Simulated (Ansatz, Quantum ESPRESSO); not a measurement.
## Mode couplings of Ni (Fm-3m) in a second program

Wanted: phonons, linewidths and couplings of Ni (Fm-3m) from a second program.

Main program and level: Ansatz 0.2.0 and Quantum ESPRESSO 7.5; DFT PBE, scalar-relativistic, plane waves, PAW, in the first sound run; inputs show where later runs differ.

## (1) Starting point

It takes space group Fm-3m (No. 225, cubic). Conventional cell: a = 3.524 Å, b = 3.524 Å, c = 3.524 Å, α = 90.00°, β = 90.00°, γ = 90.00°. Nearest to Ni lie 12 Ni at 2.49 Å.

## (2) Relaxation

Lattice constant and positions set the bands and the force constants, so the cell is relaxed first.

The input, input.yaml:

```yaml
crystal:
  lattice:
    - [0.0, 1.761935, 1.761935]
    - [1.761935, 0.0, 1.761935]
    - [1.761935, 1.761935, 0.0]
  atoms:
    - { symbol: Ni, position: [0.0, 0.0, 0.0], spin: 0.81 }
kpoints:
  mp_grid: { grid: [14, 14, 14] }
hamiltonian:
  xc: pbe
scf:
  occupations: { method: gaussian, width: 0.1 }
output:
  forces: true
  stress: true
  eigenvalues: true
  populations: true
magnetization:
  spin_polarized: true
relax:
  adjacent_minimum: "off"
  f_tol: 0.005
  max_steps: 80
  cell: { stress_tol: 0.05 }
```

Run with:

```console
$ ansatz run input.yaml --threads 4 --pin off --max-ram 8192MiB --backend cpu --events-out ev --progress --plain --runs-dir out
```

Numbers of over 12 decimals in the logs are rounded to 6 here.

What it wrote:

```text
[the first part of the log is left out]
  E_vxc        = -109.345292  (∫ρ·V_xc dr)
  E_paw        = -1629.640343  (= ΣΔE_a)
  E_vpaw       = -525.046907  (= ΣTr[D̂ρ^β])
  E_aug_tail   = 0.000584  (compensation charges beyond the density's cutoff)
  E_ewald      = -3040.148298
  E_smearing   = -0.009972  (= −TS)
  E_closure    = 0.000000  (closes the sum)
  Σ components = -5839.721909   (vs F -5839.721909, Δ=0.00e0)
--- Forces (eV/Å), atoms counted from 1 ---
  atom   1  Ni    -0.00000000     0.00000000    -0.00000000
  max |Σ_I F_I| component: 2.47e-32 eV/Å
--- Stress (GPa, compression-positive) ---
        0.014688      -0.000000      -0.000000
       -0.000000       0.014688      -0.000000
       -0.000000       0.000000       0.014688
  P = ⅓ Tr σ = 0.0147 GPa (0.147 kbar)
--- Band table (eV; the first three rows and the last of 208) ---
  k-point 0 ↑: bands = ["-85.4891", "-45.7468", "-45.7468", "-45.7468", "9.0542", "15.7225", "15.7225", "15.7225", "16.9114", "16.9114", "41.6632", "45.6283", "45.6283", "45.6283"]
  k-point 1 ↑: bands = ["-85.4874", "-45.7577", "-45.7483", "-45.7483", "9.2537", "15.6710", "15.7669", "15.7669", "16.8928", "16.8928", "40.9351", "43.5406", "45.1252", "45.1252"]
  k-point 2 ↑: bands = ["-85.4828", "-45.7881", "-45.7527", "-45.7527", "9.8372", "15.5416", "15.8718", "15.8718", "16.8643", "16.8643", "37.9170", "42.5854", "44.3233", "44.3233"]
  k-point 103 ↓: bands = ["-84.6199", "-45.1049", "-45.0761", "-45.0274", "14.6833", "15.3640", "16.0221", "17.4553", "18.5667", "24.9654", "27.0938", "28.1395", "29.4878", "46.2438"]
--- Relaxed structure (3 steps of the walk, 3 accepted, 1 SCFs on fresh bases) ---
  F+E_penalty+E_count = -5839.72190921 eV   max|allowed force component| = 0.000e0 eV/Å   (the final SCF, on the basis selected at the relaxed cell)
  cell:  # Å, volume = 10.8852 Å³
    - [0, 1.759010, 1.759010]
    - [1.759010, 0, 1.759010]
    - [1.759010, 1.759010, 0]
  atoms:
    - { symbol: Ni, position: [0.0, 0.0, 0.0] }
--- Löwdin populations: 1 site ---
  site symbol       q [e]    m [muB]
     0     Ni     17.7784     0.6425
  spilling = 0.012313 (of n_electrons = 18.000000)
```

The job ended after 4.4 s (4 threads of Arm Neoverse V1, shared host; peak memory 0.3 GiB; 15 s of CPU time).

The steps of the relaxation:

| step | energy less that of the first step (eV) | largest force component (eV/Å) | pressure (GPa) | volume (Å³) |
| --- | --- | --- | --- | --- |
| 1 | 0.0000 | 0.0000 | -0.94 | 10.94 |
| 2 | -0.0001 | 0.0000 | -0.49 | 10.91 |
| 3 | -0.0002 | 0.0000 | 0.01 | 10.89 |
| 4 | -0.0002 | 0.0000 | 0.01 | 10.89 |

The log counts 1 steps on a newly chosen plane-wave basis, not all of them marked here; energy and pressure can jump at such steps.

| conventional cell, symmetrised | before | after | change |
| --- | --- | --- | --- |
| a (Å) | 3.524 | 3.518 | -0.2 % |
| b (Å) | 3.524 | 3.518 | -0.2 % |
| c (Å) | 3.524 | 3.518 | -0.2 % |
| volume (Å³/atom) | 10.94 | 10.89 | -0.5 % |

Final coordinates:

```xyz
1
Lattice="0.0000 1.7590 1.7590 1.7590 0.0000 1.7590 1.7590 1.7590 0.0000" Properties=species:S:1:pos:R:3 pbc="T T T"
Ni    0.0000    0.0000    0.0000
```

This step gave:

* magnetization: 0.6119 μB
* absolute magnetization: 0.7086 μB
* site moments: 0.6524 μB
* pressure: 0.01469 GPa
* volume per atom: 10.89 Å³
* metallic on mesh: yes
* gap on the k-mesh: 0 eV

The largest force is now zero by symmetry and the largest stress component 0.015 GPa.

## (3) Second program, ground state

ph.x needs a tightly converged ground state on the same k mesh; the cell is that of the step before.

This step: DFT PBE, scalar-relativistic, plane waves, GBRV ultrasoft pseudopotentials (Quantum ESPRESSO 7.5).

The input, pw.in:

```
&control
   calculation = 'scf'
   prefix = 'x'
   outdir = './tmp'
   pseudo_dir = './pseudo'
   tprnfor = .true.
   tstress = .true.
/
&system
   ibrav = 0
   nat = 1
   ntyp = 1
   ecutwfc = 52.0
   ecutrho = 416.0
   occupations = 'smearing'
   smearing = 'fd'
   degauss = 0.00734986
   nbnd = 16
   nspin = 2
   starting_magnetization(1) = 0.04
/
&electrons
   conv_thr = 1.0d-11
   mixing_beta = 0.5
/
ATOMIC_SPECIES
 Ni     58.6934  Ni.upf
CELL_PARAMETERS angstrom
     0.000000000    1.759010068    1.759010068
     1.759010068    0.000000000    1.759010068
     1.759010068    1.759010068    0.000000000
ATOMIC_POSITIONS crystal
 Ni     0.000000000   0.000000000   0.000000000
K_POINTS automatic
 15 15 15 0 0 0
```

Run with:

```console
$ OMP_NUM_THREADS=1 mpirun -n 4 pw.x -nk 4 -in pw.in > pw.x.log
```

What it wrote:

```text
Program PWSCF v.7.5

     This program is part of the open-source Quantum ESPRESSO suite
     for quantum simulation of materials; please cite
         "P. Giannozzi et al., J. Phys.:Condens. Matter 21 395502 (2009);
         "P. Giannozzi et al., J. Phys.:Condens. Matter 29 465901 (2017);
         "P. Giannozzi et al., J. Chem. Phys. 152 154105 (2020);
     in publications or presentations arising from this work. More details at

     Message from routine setup:
     using ibrav=0 with symmetry is DISCOURAGED, use correct ibrav instead

     G-vector sticks info
     --------------------
     sticks:   dense  smooth     PW     G-vecs:    dense   smooth      PW
     Sum         637     313    109                10489     3719     749

     Using Slab Decomposition

     bravais-lattice index     =            0
     lattice parameter (alat)  =       4.7009  a.u.
     unit-cell volume          =      73.4567 (a.u.)^3
     number of atoms/cell      =            1
     number of atomic types    =            1
     number of electrons       =        18.00
     number of Kohn-Sham states=           16
     kinetic-energy cutoff     =      52.0000  Ry
     charge density cutoff     =     416.0000  Ry
     scf convergence threshold =      1.0E-11
     mixing beta               =       0.5000
     number of iterations used =            8  plain     mixing
     Exchange-correlation=  SLA  PW   PBX  PBC
                           (   1   4   3   4   0   0   0)

     celldm(1)=   4.700913  celldm(2)=   0.000000  celldm(3)=   0.000000
     celldm(4)=   0.000000  celldm(5)=   0.000000  celldm(6)=   0.000000

     crystal axes: (cart. coord. in units of alat)
               a(1) = (   0.000000   0.707107   0.707107 )
               a(2) = (   0.707107   0.000000   0.707107 )
               a(3) = (   0.707107   0.707107   0.000000 )

     reciprocal axes: (cart. coord. in units 2 pi/alat)
               b(1) = ( -0.707107  0.707107  0.707107 )
               b(2) = (  0.707107 -0.707107  0.707107 )
               b(3) = (  0.707107  0.707107 -0.707107 )

     PseudoPot. # 1 for Ni read from file:
     ./pseudo/Ni.upf
     Pseudo is Ultrasoft + core correction, Zval = 18.0
     Using radial grid of  865 points,  6 beta functions with:
                l(1) =   0
                l(2) =   0
                l(3) =   1
                l(4) =   1
                l(5) =   2
                l(6) =   2
     Q(r) pseudized with 10 coefficients,  rinner =    0.980   0.980   0.980
                                                       0.980   0.980

     atomic species   valence    mass     pseudopotential
     Ni               18.00    58.69340     Ni( 1.00)

     Starting magnetic structure
     atomic species   magnetization
     Ni              0.040

     48 Sym. Ops., with inversion, found

   Cartesian axes

     site n.     atom                  positions (alat units)
         1        Ni     tau(   1) = (   0.0000000   0.0000000   0.0000000  )

     number of k points=   120  Fermi-Dirac smearing, width (Ry)=  0.0073

     Number of k-points >= 100: set verbosity='high' to print them.

     Dense  grid:    10489 G-vectors     FFT dimensions: (  32,  32,  32)

     Smooth grid:     3719 G-vectors     FFT dimensions: (  24,  24,  24)

     Check: negative core charge=   -0.000015
     Generating pointlists ...
     new r_m :   0.4125 (alat units)  1.9391 (a.u.) for type    1

     Initial potential from superposition of free atoms

     starting charge      16.0000, renormalised to      18.0000
     Starting wfcs are   13 randomized atomic wfcs +    3 random wfcs

     per-process dynamical memory:    20.5 Mb

     Self-consistent Calculation

     iteration #  1     ecut=    52.00 Ry     beta= 0.50
     Davidson diagonalization with overlap
     ethr =  1.00E-02,  avg # of iterations =  5.5

     total energy              =    -330.05384876 Ry
     estimated scf accuracy    <      31.59269663 Ry

     total magnetization       =     0.14 Bohr mag/cell
     absolute magnetization    =     0.15 Bohr mag/cell

     iteration #  2     ecut=    52.00 Ry     beta= 0.50
     Davidson diagonalization with overlap
     ethr =  1.00E-02,  avg # of iterations =  3.0

     total energy              =    -341.17860133 Ry
     estimated scf accuracy    <      19.25883857 Ry

     total magnetization       =    -0.00 Bohr mag/cell
     absolute magnetization    =     0.02 Bohr mag/cell

     iteration #  3     ecut=    52.00 Ry     beta= 0.50
     Davidson diagonalization with overlap
     ethr =  1.00E-02,  avg # of iterations =  2.0

     total energy              =    -343.23371301 Ry
     estimated scf accuracy    <       0.34721392 Ry

     total magnetization       =     0.36 Bohr mag/cell
     absolute magnetization    =     0.38 Bohr mag/cell

     iteration #  4     ecut=    52.00 Ry     beta= 0.50
     Davidson diagonalization with overlap
     ethr =  1.93E-03,  avg # of iterations =  1.1

     total energy              =    -343.28136938 Ry
     estimated scf accuracy    <       0.00682015 Ry

     total magnetization       =     0.45 Bohr mag/cell
     absolute magnetization    =     0.48 Bohr mag/cell

     iteration #  5     ecut=    52.00 Ry     beta= 0.50
     Davidson diagonalization with overlap
     ethr =  3.79E-05,  avg # of iterations =  2.9

     total energy              =    -343.27722784 Ry
     estimated scf accuracy    <       0.01122678 Ry

     total magnetization       =     0.48 Bohr mag/cell
     absolute magnetization    =     0.52 Bohr mag/cell

     iteration #  6     ecut=    52.00 Ry     beta= 0.50
     Davidson diagonalization with overlap
     ethr =  3.79E-05,  avg # of iterations =  2.0

     total energy              =    -343.28202323 Ry
     estimated scf accuracy    <       0.02761644 Ry

     total magnetization       =     0.59 Bohr mag/cell
     absolute magnetization    =     0.64 Bohr mag/cell

     iteration #  7     ecut=    52.00 Ry     beta= 0.50
     Davidson diagonalization with overlap
     ethr =  3.79E-05,  avg # of iterations =  1.5

     total energy              =    -343.28083518 Ry
     estimated scf accuracy    <       0.00788337 Ry

     total magnetization       =     0.68 Bohr mag/cell
     absolute magnetization    =     0.77 Bohr mag/cell

     iteration #  8     ecut=    52.00 Ry     beta= 0.50
     Davidson diagonalization with overlap
     ethr =  3.79E-05,  avg # of iterations =  2.0

     total energy              =    -343.28214438 Ry
     estimated scf accuracy    <       0.00015070 Ry

     total magnetization       =     0.65 Bohr mag/cell
     absolute magnetization    =     0.74 Bohr mag/cell

     iteration #  9     ecut=    52.00 Ry     beta= 0.50
     Davidson diagonalization with overlap
     ethr =  8.37E-07,  avg # of iterations =  2.3

     total energy              =    -343.28211233 Ry
     estimated scf accuracy    <       0.00079962 Ry

     total magnetization       =     0.65 Bohr mag/cell
     absolute magnetization    =     0.74 Bohr mag/cell

     iteration # 10     ecut=    52.00 Ry     beta= 0.50
     Davidson diagonalization with overlap
     ethr =  8.37E-07,  avg # of iterations =  2.0

     total energy              =    -343.28224277 Ry
     estimated scf accuracy    <       0.00000177 Ry

     total magnetization       =     0.65 Bohr mag/cell
     absolute magnetization    =     0.75 Bohr mag/cell

     iteration # 11     ecut=    52.00 Ry     beta= 0.50
     Davidson diagonalization with overlap
     ethr =  9.86E-09,  avg # of iterations =  2.0

     total energy              =    -343.28224235 Ry
     estimated scf accuracy    <       0.00001159 Ry

     total magnetization       =     0.65 Bohr mag/cell
     absolute magnetization    =     0.75 Bohr mag/cell

     iteration # 12     ecut=    52.00 Ry     beta= 0.50
     Davidson diagonalization with overlap
     ethr =  9.86E-09,  avg # of iterations =  2.0

     total energy              =    -343.28224397 Ry
     estimated scf accuracy    <          3.5E-09 Ry

     total magnetization       =     0.65 Bohr mag/cell
     absolute magnetization    =     0.75 Bohr mag/cell

     iteration # 13     ecut=    52.00 Ry     beta= 0.50
     Davidson diagonalization with overlap
     ethr =  1.95E-11,  avg # of iterations =  2.0

     total energy              =    -343.28224397 Ry
     estimated scf accuracy    <          8.1E-10 Ry

     total magnetization       =     0.65 Bohr mag/cell
     absolute magnetization    =     0.75 Bohr mag/cell

     iteration # 14     ecut=    52.00 Ry     beta= 0.50
     Davidson diagonalization with overlap
     ethr =  4.50E-12,  avg # of iterations =  1.0

     total energy              =    -343.28224397 Ry
     estimated scf accuracy    <          9.0E-11 Ry

     total magnetization       =     0.65 Bohr mag/cell
     absolute magnetization    =     0.75 Bohr mag/cell

     iteration # 15     ecut=    52.00 Ry     beta= 0.50
     Davidson diagonalization with overlap
     ethr =  5.00E-13,  avg # of iterations =  1.1

     Magnetic moment per site  (integrated on atomic sphere of radius R)
     atom   1 (R=0.413)  charge= 16.6999  magn=  0.6924

     End of self-consistent calculation

     Number of k-points >= 100: set verbosity='high' to print the bands.

     the Fermi energy is    17.8784 ev

!    total energy              =    -343.28224397 Ry
     estimated scf accuracy    <          7.5E-12 Ry
     smearing contrib. (-TS)   =      -0.00381619 Ry
     internal energy E=F+TS    =    -343.27842778 Ry

     The total energy is F=E-TS. E is the sum of the following terms:
     one-electron contribution =    -191.76575613 Ry
     hartree contribution      =     107.49863798 Ry
     xc contribution           =     -35.56453114 Ry
     ewald contribution        =    -223.44677848 Ry

     total magnetization       =     0.65 Bohr mag/cell
     absolute magnetization    =     0.75 Bohr mag/cell

     convergence has been achieved in  15 iterations

     Forces acting on atoms (cartesian axes, Ry/au):

     atom    1 type  1   force =     0.00000000    0.00000000    0.00000000

     Total force =     0.000000     Total SCF correction =     0.000000

     Computing stress (Cartesian axis) and pressure

          total   stress  (Ry/bohr**3)                   (kbar)     P=        2.65
   0.00001803  -0.00000000  -0.00000000            2.65       -0.00       -0.00
  -0.00000000   0.00001803  -0.00000000           -0.00        2.65       -0.00
  -0.00000000  -0.00000000   0.00001803           -0.00       -0.00        2.65

     Writing all to output data dir ./tmp/x.save/ :
     XML data file, charge density, pseudopotentials, collected wavefunctions

   JOB DONE.
```

Wall time 14 s (4 MPI ranks).

Numbers from this step:

```yaml
pressure: 0.265 GPa
magnetization: 0.65 μB
```

With these potentials, mesh and smearing the cell is at 0.27 GPa.

(Part 1 of 2 ends here.)

[Logs are printed without paths, hosts, clocks, repeated set-up lines and the standing remarks that a program may print on its own settings, such as how far it seeks lower states.]

[Hosts, paths, dates, database ids (printed as entryN), source tags and the programs' standing remarks are cut or masked in the printed files.]
